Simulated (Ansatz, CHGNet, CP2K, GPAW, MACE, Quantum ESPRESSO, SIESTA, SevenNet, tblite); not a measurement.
# SIESTA on generalised stacking fault on (111) (shuffle set) of a GaAs-GaSb solid solution (48 atoms): settings against a plane-wave reference, part 2 of 2

Wanted: SIESTA inputs and outputs for generalised stacking fault on (111) (shuffle set) of a GaAs-GaSb solid solution (48 atoms), checked against a plane-wave reference.

Program: SIESTA 5.4.2; the method stands at each step. Banners, paths, timers and routine set-up lines are dropped from the logs unmarked, and long logs keep their key lines alone; longer cuts are marked. The potentials were converted by us to PSML.

So far. Step 2 (PBE, DZP, shift 0.01 Ry, mesh 300 Ry): Forces lie 6.2 % from the reference's, at 0.11 times its CPU time (on 1 against 4 cores). Step 3 (PBE, SZ, shift 0.01 Ry, mesh 300 Ry): Against the first run (6.2 %), the force difference from the reference is 30 %, at 0.25 times the CPU time, with 432 basis functions against 864: the smaller basis costs accuracy.

## (4) VdW-DF, PBE potentials, DZP, shift 0.01 Ry, mesh 300 Ry

Method: Kohn-Sham DFT, vdW-DF, PseudoDojo 0.4.1 norm-conserving pseudopotentials (converted to PSML), numerical atomic orbitals (DZP), diagonalisation.

input.fdf

```
SystemLabel cell
NumberOfAtoms 48
NumberOfSpecies 3
%block ChemicalSpeciesLabel
  1 31 Ga
  2 51 Sb
  3 33 As
%endblock ChemicalSpeciesLabel
LatticeConstant 1.0 Ang
%block LatticeVectors
  8.26650 0.00000 0.00000
  0.00000 7.15900 0.00000
  3.09994 0.00000 20.24871
%endblock LatticeVectors
PAO.BasisSize DZP
PAO.EnergyShift 0.01 Ry
XC.Functional VDW
XC.Authors DRSLL
MeshCutoff 300 Ry
%block kgrid_Monkhorst_Pack
  1 0 0 0.0
  0 1 0 0.0
  0 0 1 0.0
%endblock kgrid_Monkhorst_Pack
SolutionMethod diagon
OccupationFunction FD
ElectronicTemperature 580 K
SCF.Mixer.Method Pulay
SCF.Mixer.Weight 0.05
SCF.Mixer.History 8
SCF.Mix Hamiltonian
MaxSCFIterations 300
SCF.DM.Tolerance 1e-04
SCF.H.Tolerance 1.0e-3 eV
WriteForces T
Write.HirshfeldPop T
Write.VoronoiPop T
Write.DM F
Write.H F
XML.Write F
AtomicCoordinatesFormat Fractional
%block AtomicCoordinatesAndAtomicSpecies
[... 48 atom lines left out: the same atoms as in the first run ...]
%endblock AtomicCoordinatesAndAtomicSpecies
```

On the command line:

```console
OMP_NUM_THREADS=1 mpirun -np 2 siesta < input.fdf > output.txt
```

The log of the run:

```text
Version         : 5.4.2
reinit: System Name:
reinit: System Label: cell
initatom: Reading input for the pseudopotentials and atomic orbitals ----------
Species number:   1 Atomic number:   31 Label: Ga
Species number:   2 Atomic number:   51 Label: Sb
Species number:   3 Atomic number:   33 Label: As
Ground state valence configuration (from tables):   4s02  4p01  4d00  4f00
Ground state valence configuration (from tables):   5s02  5p03  5d00  4f00
Ground state valence configuration (from tables):   4s02  4p03  4d00  4f00
---- Processing specs for species: Ga
GGA--PBE XC_GGA_X_PBE--XC_GGA_C_PBE pb
Semicore shell(s) with 10 electrons included in the valence for Ga
---- Processing specs for species: Sb
GGA--PBE XC_GGA_X_PBE--XC_GGA_C_PBE pb
[... lines left out ...]
Total number of electrons:   672.000000
[... lines left out ...]
stepf: Fermi-Dirac step function
        iscf     Eharris(eV)        E_KS(eV)     FreeEng(eV)     dDmax    Ef(eV) dHmax(eV)
[... lines left out ...]
SCF Convergence by DM+H criterion
[... lines left out ...]
SCF cycle converged after 20 iterations
[... lines left out ...]
   Max    1.711010
[... lines left out ...]
   Max    1.711010    constrained
Stress tensor Voigt[x,y,z,yz,xz,xy] (kbar):     -147.47      -46.00      -55.61        3.82      -13.06        2.28
[... lines left out ...]
siesta: Etot    =   -115555.258945
siesta: FreeEng =   -115555.401004
siesta: Final energy (eV):
siesta:  Band Struct. =  -14935.144329
siesta:       Kinetic =   84737.961172
siesta:       Hartree =   35844.550587
siesta:         Exch. =  -27488.831417
siesta:         Corr. =   -1991.604965
siesta:   Exch.-corr. =  -29480.436381
siesta:  Ion-electron = -152419.138377
siesta:       Ion-ion =  -54238.195946
siesta:         Total = -115555.258945
siesta:         Fermi =      -3.616685
siesta: Stress tensor (static) (eV/Ang**3):
siesta:    -0.092040    0.001422   -0.008150
siesta:     0.001422   -0.028711    0.002385
siesta:    -0.008151    0.002385   -0.034711
siesta: Cell volume =       1198.316096 Ang**3
siesta: Pressure (static):
siesta:                Solid            Molecule  Units
siesta:           0.00056440          0.00046813  Ry/Bohr**3
siesta:           0.05182098          0.04298192  eV/Ang**3
siesta:          83.02636523         68.86462983  kBar
    Orbital volume contribution        =          45.919512 eV
    (Free)E + p_basis*V_orbitals       =     -115509.481493 eV
    (Free)Eharris+ p_basis*V_orbitals  =     -115509.481489 eV
Hirshfeld Atomic Populations:
Atom #   charge [q] valence [e]  Species
     1     0.112687   12.887313  Ga
     2    -0.060952   15.060952  Sb
     3     0.105225   12.894775  Ga
     4    -0.150902   15.150902  As
     5     0.101066   12.898934  Ga
     6    -0.159378   15.159378  As
[...]
8    -0.143091   15.143091  As
[...]
16    -0.055563   15.055563  Sb
[...]
18    -0.059308   15.059308  Sb
[...]
--------------------
 Total    -0.000026
Voronoi Atomic Populations:
Atom #   charge [q] valence [e]  Species
[...]
42    -0.011887   15.011887  Sb
[...]
44    -0.164233   15.164233  As
    45     0.109874   12.890126  Ga
    46    -0.152850   15.152850  As
    47     0.121073   12.878927  Ga
    48    -0.023931   15.023931  Sb
--------------------
 Total    -0.000035
```

The job ended after 6.6 min (2 MPI ranks of Arm Neoverse V1, shared host; peak memory 2 GiB).

Compared with the plane-wave run:

| Item | Value |
| --- | --- |
| r.m.s. force component | 0.6849 eV/Å |
| r.m.s. difference of force components | 57.2 meV/Å |
| longest difference of force vectors | 218.1 meV/Å |
| force difference over r.m.s. force | 8.568 % |
| slope of forces against the reference's | 1.023 |
| correlation of force components | 0.9968 |
| pressure | 8.303 GPa |
| pressure difference | 3.403 GPa |

Against the first run (6.2 %), the force difference from the reference is 8.6 %, at 2.4 times the CPU time (on 2 against 1 cores); the model has changed, so this is no error of the program alone.

The run ends at a pressure of 8.30 GPa, with forces up to 2.4 eV/Å.

## (5) PBE, DZ, shift 0.01 Ry, mesh 300 Ry

Method: Kohn-Sham DFT, PBE, PseudoDojo 0.4.1 norm-conserving pseudopotentials (converted to PSML), numerical atomic orbitals (DZ), diagonalisation.

input.fdf: that of step 4 with these lines changed.

```diff
@@ -14,6 +14,6 @@
 %endblock LatticeVectors
-PAO.BasisSize DZP
+PAO.BasisSize DZ
 PAO.EnergyShift 0.01 Ry
-XC.Functional VDW
-XC.Authors DRSLL
+XC.Functional GGA
+XC.Authors PBE
 MeshCutoff 300 Ry
```

On the command line:

```console
OMP_NUM_THREADS=1 siesta < input.fdf > output.txt
```

The log of the run:

```text
Version         : 5.4.2
reinit: System Name:
reinit: System Label: cell
initatom: Reading input for the pseudopotentials and atomic orbitals ----------
Species number:   1 Atomic number:   31 Label: Ga
Species number:   2 Atomic number:   51 Label: Sb
Species number:   3 Atomic number:   33 Label: As
Ground state valence configuration (from tables):   4s02  4p01  4d00  4f00
[... lines left out ...]
SCF Convergence by DM+H criterion
[... lines left out ...]
SCF cycle converged after 19 iterations
[... lines left out ...]
   Max    1.794939
[... lines left out ...]
   Max    1.794939    constrained
Stress tensor Voigt[x,y,z,yz,xz,xy] (kbar):     -110.41       -9.19      -20.59        4.56      -14.79        1.79
[... lines left out ...]
siesta: FreeEng =   -115021.219759
[... lines left out ...]
siesta:         Fermi =      -3.486906
[... lines left out ...]
siesta:          46.73237149         32.32744595  kBar
[... lines left out ...]
    (Free)Eharris+ p_basis*V_orbitals  =     -114991.748087 eV
Hirshfeld Atomic Populations:
Atom #   charge [q] valence [e]  Species
     1     0.097982   12.902018  Ga
     2    -0.042336   15.042336  Sb
     3     0.090644   12.909356  Ga
     4    -0.138221   15.138221  As
     5     0.084342   12.915658  Ga
     6    -0.149507   15.149507  As
[...]
8    -0.128438   15.128438  As
[...]
16    -0.035796   15.035796  Sb
[...]
18    -0.040119   15.040119  Sb
[...]
--------------------
 Total     0.000008
Voronoi Atomic Populations:
Atom #   charge [q] valence [e]  Species
[...]
42     0.006129   14.993871  Sb
[...]
44    -0.153458   15.153458  As
    45     0.095327   12.904673  Ga
    46    -0.141869   15.141869  As
    47     0.104824   12.895176  Ga
    48    -0.003536   15.003536  Sb
--------------------
 Total     0.000008
```

The job ended after 2.1 min (1 thread; peak memory 0.75 GiB).

Against the reference:

```yaml
r_m_s_force_component: 0.6836 eV/Å
r_m_s_difference_of_force_components: 39.8 meV/Å
longest_difference_of_force_vectors: 142.8 meV/Å
force_difference_over_r_m_s_force: 5.962 %
slope_of_forces_against_the_reference_s: 1.022
correlation_of_force_components: 0.9986
pressure: 4.673 GPa
pressure_difference: -0.2268 GPa
```

This is a coarse setting, run to see what it loses.

Against the first run (6.2 %), the force difference from the reference is 6.0 %, at 0.37 times the CPU time, with 624 basis functions against 864: size alone doesn't set the difference here.

## (6) PBE, DZP, shift 0.01 Ry, mesh 150 Ry

Method: Kohn-Sham DFT, PBE, PseudoDojo 0.4.1 norm-conserving pseudopotentials (converted to PSML), numerical atomic orbitals (DZP), diagonalisation.

input.fdf: that of step 5 with these lines changed.

```diff
@@ -14,3 +14,3 @@
 %endblock LatticeVectors
-PAO.BasisSize DZ
+PAO.BasisSize DZP
 PAO.EnergyShift 0.01 Ry
@@ -18,3 +18,3 @@
 XC.Authors PBE
-MeshCutoff 300 Ry
+MeshCutoff 150 Ry
 %block kgrid_Monkhorst_Pack
```

The log of the run:

```text
Version         : 5.4.2
reinit: System Name:
reinit: System Label: cell
initatom: Reading input for the pseudopotentials and atomic orbitals ----------
Species number:   1 Atomic number:   31 Label: Ga
Species number:   2 Atomic number:   51 Label: Sb
Species number:   3 Atomic number:   33 Label: As
Ground state valence configuration (from tables):   4s02  4p01  4d00  4f00
[... lines left out ...]
SCF Convergence by DM+H criterion
[... lines left out ...]
SCF cycle converged after 20 iterations
[... lines left out ...]
   Max    1.691111
[... lines left out ...]
   Max    1.691111    constrained
Stress tensor Voigt[x,y,z,yz,xz,xy] (kbar):     -123.74      -20.82      -31.65        3.68      -14.40        2.29
[... lines left out ...]
siesta: FreeEng =   -115045.697254
[... lines left out ...]
siesta:         Fermi =      -3.628532
[... lines left out ...]
siesta:          58.73932476         44.32500129  kBar
[... lines left out ...]
    (Free)Eharris+ p_basis*V_orbitals  =     -115001.608926 eV
Hirshfeld Atomic Populations:
Atom #   charge [q] valence [e]  Species
     1     0.105556   12.894444  Ga
     2    -0.055806   15.055806  Sb
     3     0.097426   12.902574  Ga
     4    -0.141643   15.141643  As
     5     0.093352   12.906648  Ga
     6    -0.150722   15.150722  As
[...]
8    -0.133667   15.133667  As
[...]
16    -0.049705   15.049705  Sb
[...]
18    -0.053080   15.053080  Sb
[...]
--------------------
 Total     0.000034
Voronoi Atomic Populations:
Atom #   charge [q] valence [e]  Species
[...]
42     0.002614   14.997386  Sb
[...]
44    -0.156004   15.156004  As
    45     0.096156   12.903844  Ga
    46    -0.139298   15.139298  As
    47     0.112132   12.887868  Ga
    48    -0.014200   15.014200  Sb
--------------------
 Total     0.000059
```

The job ended after 2.2 min (1 thread; peak memory 0.57 GiB).

Numbers from this run, and their distance from the reference:

```yaml
r_m_s_force_component: 0.6673 eV/Å
r_m_s_difference_of_force_components: 52.87 meV/Å
longest_difference_of_force_vectors: 171.7 meV/Å
force_difference_over_r_m_s_force: 7.919 %
slope_of_forces_against_the_reference_s: 0.9964
correlation_of_force_components: 0.9969
pressure: 5.874 GPa
pressure_difference: 0.974 GPa
energy_less_the_same_level_run_s: -42.67 meV/atom
r_m_s_force_difference_from_the_same_level_run: 24.43 meV/Å
```

This is a coarse setting, run to see what it loses.

Against the first run (6.2 %), the force difference from the reference is 7.9 %, at 0.40 times the CPU time: the grid matters here.

## (7) Side by side

Differences are against the plane-wave reference, forces as r.m.s. over components; share is that over the reference's r.m.s. force, slope the least-squares factor from reference forces to these. Total energies of different programs have different zeros and aren't compared.

```tsv
run	Δ force, r.m.s. (meV/Å)	share (%)	slope	Δ pressure (GPa)	cores	CPU time	memory (GiB)
reference	-	-	-	-	4	52 min	3.8
SIESTA PBE, DZP, shift 0.01 Ry, mesh 300 Ry	41.6	6.23	0.994	0.551	1	5.6 min	1.2
SIESTA PBE, SZ, shift 0.01 Ry, mesh 300 Ry (coarse)	202	30.2	1.280	3.45	1	85 s	0.62
SIESTA vdW-DF, PBE potentials, DZP, shift 0.01 Ry, mesh 300 Ry	57.2	8.57	1.023	3.40	2	13 min	2
SIESTA PBE, DZ, shift 0.01 Ry, mesh 300 Ry (coarse)	39.8	5.96	1.022	-0.227	1	2.1 min	0.75
SIESTA PBE, DZP, shift 0.01 Ry, mesh 150 Ry (coarse)	52.9	7.92	0.996	0.974	1	2.2 min	0.57
```

Rows marked coarse were listed beforehand as settings not expected to be converged; some can still land near the reference.

CPU time is summed over cores on a shared host, where runs went side by side, so it is rough. Symmetry, cutoffs, thresholds, outputs and thread counts weren't matched or tuned between programs; memory under MPI is the largest rank's times the ranks.

Within one program, basis, potentials and functional, energies share a zero. Each run against its twin at the usual cutoff or grid and solver:

```tsv
run	twin	Δ energy (meV/atom)	Δ force, r.m.s. (meV/Å)	CPU time over the twin's
SIESTA PBE, DZP, shift 0.01 Ry, mesh 150 Ry	DZP, shift 0.01 Ry, mesh 300 Ry	-42.7	24.4	0.40
```

## (8) Results

| Item | Value |
| --- | --- |
| nearest in forces | SIESTA PBE, DZ, shift 0.01 Ry, mesh 300 Ry (coarse), 6.0 % |
| its CPU time | 2.1 min |

The PBE run in local orbitals, coarse settings apart, differs by 6.2 % (SIESTA PBE, DZP, shift 0.01 Ry, mesh 300 Ry); basis, grid and potentials can all enter. Rows with another functional or a dispersion term differ by 8.6 % (SIESTA vdW-DF, PBE potentials, DZP, shift 0.01 Ry, mesh 300 Ry), which mixes the change of model with differences of basis and potentials, some of them made for another functional. Runs with settings chosen to be coarse differ by 6.0 % (SIESTA PBE, DZ, shift 0.01 Ry, mesh 300 Ry) to 30 % (SIESTA PBE, SZ, shift 0.01 Ry, mesh 300 Ry), their programs' other errors included. Of the electronic-structure runs that take under half the reference's CPU time, SIESTA PBE, DZ, shift 0.01 Ry, mesh 300 Ry comes nearest, at 6.0 % in 2.1 min against 52 min. SIESTA PBE, SZ, shift 0.01 Ry, mesh 300 Ry stiffens the forces by a factor of 1.28 while following their directions (correlation 0.996); the slopes of the 5 SIESTA runs lie between 0.99 and 1.28. In pressure, SIESTA PBE, SZ, shift 0.01 Ry, mesh 300 Ry misses by +3.5 GPa, at the same functional. The potentials hold different valence shells: 532 electrons in the reference, 672 in SIESTA; this bears on time and differences. The reference's pressure holds the uncorrected Pulay stress of its 60 Ry basis, so small pressure differences, and their order, may be the reference's own error. The reference's stress is far from hydrostatic: its diagonal is 11.1, 1.2, 2.4 GPa, compression counted positive. The host structure and its lattice constant were typed by rule, without a check against the phase diagram. The reference's pressure of 4.9 GPa belongs to a cell and atoms that aren't relaxed at this level. The electronic-structure runs sample only Γ, in a cell whose shortest periodic width is 7 Å, which is coarse for a cell with partly filled levels. Spin–orbit coupling is left out, which matters for the levels of the heavy elements.

[Also dropped from logs without a mark: logging warnings of Python, and SIESTA's first energy breakdown and zero terms.]

[Logs are printed without paths, hosts, clocks, repeated set-up lines and the standing remarks that a program may print on its own settings, such as how far it seeks lower states.]

[Hosts, paths, dates, database ids (printed as entryN), source tags and the programs' standing remarks are cut or masked in the printed files.]
